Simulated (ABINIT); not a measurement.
**CaO (Lime): one start, several treatments of the self-energy**

How much does the gap of CaO (Lime) depend on the approximation to the self-energy?

Program: ABINIT 10.8.3. Level of theory: PBE and many-body steps on it, plane waves. Results are calculated unless marked as measured.

Most raw output is cut from this account.

## Step 1: Starting point

It takes space group Fm-3m (No. 225, cubic). The conventional cell has a = 4.813 Å, b = 4.813 Å, c = 4.813 Å, α = 90.00°, β = 90.00°, γ = 90.00°. Nearest to Ca lie 6 O at 2.41 Å. O has 6 Ca at 2.41 Å nearest. Farther neighbours and most contacts between anions are not listed.

Coordinates:

```cif
data_structure
_symmetry_space_group_name_H-M 'Fm-3m'
_symmetry_Int_Tables_number 225
_cell_length_a 4.8130
_cell_length_b 4.8130
_cell_length_c 4.8130
_cell_angle_alpha 90.000
_cell_angle_beta 90.000
_cell_angle_gamma 90.000
_cell_volume 111.49
loop_
_atom_site_label
_atom_site_type_symbol
_atom_site_symmetry_multiplicity
_atom_site_Wyckoff_symbol
_atom_site_fract_x
_atom_site_fract_y
_atom_site_fract_z
_atom_site_occupancy
Ca1 Ca 4 a 0.00000 0.00000 0.00000 1
O1 O 4 b 0.50000 0.00000 0.00000 1
```

The cell and positions come from the Crystallography Open Database and are kept as given unless a step says otherwise.

## Step 2: Empty states on the mesh, 6×6×6 mesh, 251 bands

This step: ABINIT 10.8.3; DFT, PBE, plane waves, norm-conserving pseudopotentials.

The sums over transitions need many empty states on a uniform mesh; this step solves for them.

run.abi reads:

```
acell 3*1.0 Angstrom
rprim 
  -0.000000000000 2.406500000000 2.406500000000
  2.406500000000 -0.000000000000 2.406500000000
  2.406500000000 2.406500000000 -0.000000000000
ntypat 2
znucl 20 8
natom 2
typat 1 2
xred 
  0.000000000000 0.000000000000 0.000000000000
  0.500000000000 0.500000000000 0.500000000000
pp_dirpath "pseudos"
pseudos "Ca.upf, O.upf"
ecut 36
ngkpt 6 6 6
nshiftk 1
shiftk 0 0 0
kptopt 1
chksymbreak 0
irdden 1
istwfk *1
nband 251
prtvol 0
optdriver 6
gwr_task "HDIAGO"
paral_kgb 0
occopt 1
indata_prefix "in"
outdata_prefix "out"
tmpdata_prefix "tmp"
```

Run with:

```sh
OMP_NUM_THREADS=1 mpirun -n 8 abinit run.abi > log
```

Elapsed: 16 s, on 8 MPI ranks of Arm Neoverse V1, shared host; peak memory 2.1 GiB; 2.1 min of CPU time.

This step gave:

* gap: 3.662 eV
* k of the valence top: 0, 0, 0
* k of the conduction bottom: 0.5, 0.5, 0
* least direct gap: 4.037 eV
* k points computed: 16
* lowest point of the top converged band, above the valence top: 222.7660 eV

On this mesh the gap is 3.662 eV.

The density comes from a self-consistent run that is not shown.

## Step 3: Screening, 6×6×6 mesh, 243 bands, screening to 304.8 eV

The RPA dielectric matrix is built and inverted for each q.

This step: RPA screening on PBE, plane waves, norm-conserving pseudopotentials.

run.abi, as its differences from that of step 2:

```diff
@@ -20,10 +20,11 @@
 chksymbreak 0
-irdden 1
 istwfk *1
-nband 251
-prtvol 0
-optdriver 6
-gwr_task "HDIAGO"
-paral_kgb 0
 occopt 1
+irdwfk 1
+optdriver 3
+nband 243
+ecuteps 11.2
+inclvkb 2
+awtr 1
+symchi 1
 indata_prefix "in"
```

The job ended after 3.3 min (8 MPI ranks; peak memory 2.7 GiB; 27 min of CPU time).

This step gave:

```
ε∞ with local fields, on this mesh, along the program's q direction : 3.565
the same without local fields                                       : 3.924
plasma frequency                                                    : 28.13 eV
plane waves in the screening matrix                                 : 331
```

Local fields lower ε∞ by 9 %.

## Step 4: G0W0, Godby-Needs plasmon pole

The self-energy is evaluated for the states that the input lists, and the levels follow from it, in one-shot runs by the linearised quasiparticle equation.

This step: G0W0 on PBE, plane waves, norm-conserving pseudopotentials.

run.abi, as its differences from that of step 3:

```diff
@@ -23,8 +23,17 @@
 irdwfk 1
-optdriver 3
+optdriver 4
 nband 243
+gwcalctyp 0
+ecutsigx 36
+symsigma 1
+nkptgw 2
+kptgw 
+  0.0000000000 0.0000000000 0.0000000000
+  0.5000000000 0.5000000000 0.0000000000
+bdgw 
+  6 12
+  7 10
 ecuteps 11.2
-inclvkb 2
-awtr 1
-symchi 1
+irdscr 1
+ppmodel 1
 indata_prefix "in"
```

The job ended after 41 s (8 MPI ranks; peak memory 2.9 GiB).

Numbers from this step:

| Property | Result |
| --- | --- |
| G0W0 gap on the points computed | 5.883 eV |
| starting gap on the mesh | 3.662 eV |
| k of the valence top | 0, 0, 0 |
| k of the conduction bottom | 0.5, 0.5, 0 |
| Z at the valence top | 0.778 |
| Z at the conduction bottom | 0.85 |
| least direct G0W0 gap on the computed points | 6.291 eV |

The gap on the mesh goes from 3.66 eV to 5.88 eV, a correction of +2.22 eV.

## Step 5: G0W0, Hybertsen-Louie plasmon pole

run.abi, as its differences from that of step 4:

```diff
@@ -37,3 +37,3 @@
 irdscr 1
-ppmodel 1
+ppmodel 2
 indata_prefix "in"
```

Wall time 39 s (8 MPI ranks); peak memory 2.7 GiB.

This step gave:

- G0W0 gap on the points computed: 6.24 eV
- starting gap on the mesh: 3.662 eV
- k of the valence top: 0, 0, 0
- k of the conduction bottom: 0.5, 0.5, 0
- Z at the valence top: 0.822
- Z at the conduction bottom: 0.883
- least direct G0W0 gap on the computed points: 6.601 eV

Against G0W0 in ABINIT (6×6×6 mesh, 243 bands, screening to 304.8 eV, Godby-Needs plasmon pole), the gap moves by +0.357 eV.

## Step 6: G0W0, von der Linden-Horsch plasmon pole

run.abi, as its differences from that of step 5:

```diff
@@ -37,3 +37,3 @@
 irdscr 1
-ppmodel 2
+ppmodel 3
 indata_prefix "in"
```

Run time: 16 s. Hardware: 8 MPI ranks; peak memory 2.5 GiB.

Numbers from this step:

```
G0W0 gap on the points computed              : 6.060 eV
starting gap on the mesh                     : 3.662 eV
k of the valence top                         : 0, 0, 0
k of the conduction bottom                   : 0.5, 0.5, 0
least direct G0W0 gap on the computed points : 6.437 eV
```

Against G0W0 in ABINIT (6×6×6 mesh, 243 bands, screening to 304.8 eV, Godby-Needs plasmon pole), the gap moves by +0.177 eV.

## Step 7: G0W0, Engel-Farid plasmon pole

run.abi, as its differences from that of step 6:

```diff
@@ -37,3 +37,3 @@
 irdscr 1
-ppmodel 3
+ppmodel 4
 indata_prefix "in"
```

The job ended after 16 s (8 MPI ranks; peak memory 2.5 GiB).

Numbers from this step:

| Item | Value |
| --- | --- |
| G0W0 gap on the points computed | 6.054 eV |
| starting gap on the mesh | 3.662 eV |
| k of the valence top | 0, 0, 0 |
| k of the conduction bottom | 0.5, 0.5, 0 |
| least direct G0W0 gap on the computed points | 6.406 eV |

Against G0W0 in ABINIT (6×6×6 mesh, 243 bands, screening to 304.8 eV, Godby-Needs plasmon pole), the gap moves by +0.171 eV.

## Step 8: Side by side

Times are wall times on 8 MPI ranks of Arm Neoverse V1, shared host, good to a factor of about two. A run's time includes the screening step that it read.

| run | mesh | bands | screening cutoff (eV) | DFT gap (eV) | gap on the mesh (eV) | direct (eV) | ε∞ used | time |
| --- | --- | --- | --- | --- | --- | --- | --- | --- |
| G0W0, Godby-Needs plasmon pole | 6×6×6 | 243 | 304.8 | 3.662 | 5.883 | 6.291 | 3.56 | 4 min |
| G0W0, Hybertsen-Louie plasmon pole | 6×6×6 | 243 | 304.8 | 3.662 | 6.240 | 6.601 | 3.56 | 4 min |
| G0W0, von der Linden-Horsch plasmon pole | 6×6×6 | 243 | 304.8 | 3.662 | 6.060 | 6.437 | 3.56 | 3.6 min |
| G0W0, Engel-Farid plasmon pole | 6×6×6 | 243 | 304.8 | 3.662 | 6.054 | 6.406 | 3.56 | 3.6 min |

## Step 9: Outcome

```yaml
g0w0_godby_needs_plasmon_pole: 5.883 eV
g0w0_hybertsen_louie_plasmon_pole: 6.240 eV
g0w0_von_der_linden_horsch_plasmon_pole: 6.060 eV
g0w0_engel_farid_plasmon_pole: 6.054 eV
known_limits: not at the basis limit
```

What this shows: G0W0, Hybertsen-Louie plasmon pole: +0.357 eV against G0W0, Godby-Needs plasmon pole. G0W0, von der Linden-Horsch plasmon pole: +0.177 eV against G0W0, Godby-Needs plasmon pole. G0W0, Engel-Farid plasmon pole: +0.171 eV against G0W0, Godby-Needs plasmon pole. Bands and cutoff are finite, so the gap is not at the basis limit. The miss can reach some tenths of an eV and take either sign; the mesh is an error of its own. In the G0W0 runs levels were corrected at 2 k points alone, so a gap called «on the mesh» is the least over those, and an edge elsewhere would be missed.

[Paths, hosts, dates, memory and timing lines, banners, echoed tables and standing remarks are left out of the program output.]

[Logs are printed without paths, hosts, clocks, repeated set-up lines and the standing remarks that a program may print on its own settings, such as how far it seeks lower states.]

[Runs of the session that timed out or met a known fault of the program may be left out.]

[Hosts, paths, dates, database ids (printed as entryN), source tags and the programs' standing remarks are cut or masked in the printed files.]

[G0W0 gaps are taken among the corrected bands and points alone; a level outside them can change the order at an edge.]

[Where Ansatz stands beside ABINIT at settings called matched, ABINIT's density can come from a denser mesh and the files from another edition; pairs whose starting gaps differed by over 0.03 eV were left out, so agreement reads better than it is.]
